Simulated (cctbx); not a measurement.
# Reading a Patterson map

Space group P2 (no. 3), a = 7.0170 Å, b = 6.6730 Å, c = 9.3870 Å, α = 90.00°, β = 93.98°, γ = 90.00°, content Cr4 Cl11 S1.

Simulated single-crystal data (cctbx): synchrotron X-rays, λ = 0.4959 Å, to d = 0.75 Å, 80 % of the full sphere, strongest reflection 70000 counts, noise from counting, a 4 % proportional error and a noise floor of 4 counts (s.d.); no absorption.

Patterson synthesis, origin scaled to 1000:

```text
Patterson group P 1 2/m 1
      u       v       w   height  length (A)
  0.000   0.000   0.000   1000.0     0.00
  0.500   0.500   0.500    949.5     6.57
  0.500   0.500   0.000    390.2     4.84
  0.000   0.000   0.500    383.4     4.69
  0.191   0.313   0.942    256.0     2.56
  0.310   0.187   0.558    253.9     4.97
  0.189   0.313   0.442    249.9     4.75
  0.311   0.187   0.058    248.9     2.54
 -0.001   0.117   0.251    247.3     2.48
  0.501   0.383   0.250    243.0     5.04
  0.125   0.500   0.120    180.4     3.61
  0.188   0.441   0.189    174.6     3.64
  0.374   0.000   0.379    173.1     4.27
  0.312   0.056   0.311    171.4     3.55
```

**Question.** Which atom pairs make the peaks, and where is the heaviest atom?

A peak at u stands for all pairs with xi − xj = u, with weight Σ ZiZj against Σ Z² = 5739 at the origin. Peak heights follow these weights only roughly, since form factors, motion and series ripples differ, all vectors within 0.55 Å of a peak are counted as merged into it though the farther ones add only part of their weight, and F(000) is left out, which lowers the whole map:

| u | v | w | shortest length (Å) | height | 1000 ΣZiZj/ΣZ² | pairs in the cell |
| --- | --- | --- | --- | --- | --- | --- |
| 0.500 | 0.500 | 0.500 | 6.57 | 950 | 1000 | 10 × Cl–Cl, 4 × Cr–Cr, 2 × Cl–S |
| 0.500 | 0.500 | 0.000 | 4.84 | 390 | 401 | 4 × Cr–Cr |
| 0.000 | 0.000 | 0.500 | 4.69 | 383 | 401 | 4 × Cr–Cr |
| 0.191 | 0.313 | 0.942 | 2.56 | 256 | 284 | 4 × Cr–Cl |
| 0.310 | 0.187 | 0.558 | 4.98 | 254 | 284 | 4 × Cr–Cl |
| 0.189 | 0.313 | 0.442 | 4.75 | 250 | 284 | 4 × Cr–Cl |
| 0.311 | 0.187 | 0.058 | 2.54 | 249 | 284 | 4 × Cr–Cl |
| -0.001 | 0.117 | 0.251 | 2.48 | 247 | 280 | 3 × Cr–Cl, 1 × Cr–S |
| 0.501 | 0.383 | 0.250 | 4.82 | 243 | 280 | 3 × Cr–Cl, 1 × Cr–S |
| 0.125 | 0.500 | 0.120 | 3.61 | 180 | 201 | 4 × Cl–Cl |

The table stops at ten peaks or at a height of 45, below which ripples compete. In the model behind the data Cr, the heaviest element, has 2 independent sites: (1/2, 0.4997, 0.7606) and (0.9950, 0.9931, 0.7464), up to an allowed shift of origin; the Cr–Cr vectors are differences of these positions and their symmetry mates. The whole model:

| atom | mult. | x | y | z | Ueq (Å²) |
| --- | --- | --- | --- | --- | --- |
| Cr1 | 2 | 1/2 | 0.4997 | 0.7606 | 0.0278 |
| Cr2 | 2 | 0.9950 | 0.9931 | 0.7464 | 0.0302 |
| Cl1 | 2 | 0.3072 | 0.1836 | 0.8053 | 0.0322 |
| Cl2 | 2 | 0.1907 | 0.3061 | 0.1896 | 0.0329 |
| Cl3 | 2 | 0.1781 | 0.6853 | 0.6875 | 0.0261 |
| Cl4 | 2 | 0.3016 | 0.8167 | 0.3041 | 0.0338 |
| Cl5 | 1 | 0 | 0.1179 | 1/2 | 0.0339 |
| Cl6 | 1 | 1/2 | 0.3980 | 1/2 | 0.0296 |
| Cl7 | 1 | 0 | 0.8660 | 0 | 0.0316 |
| S1 | 1 | 1/2 | 0.6143 | 0 | 0.0315 |

The model is made up (kin elements in a known structure type, no relaxation), so it says nothing on whether the phase exists.

[Logs are printed without paths, hosts, clocks, repeated set-up lines and the standing remarks that a program may print on its own settings, such as how far it seeks lower states.]
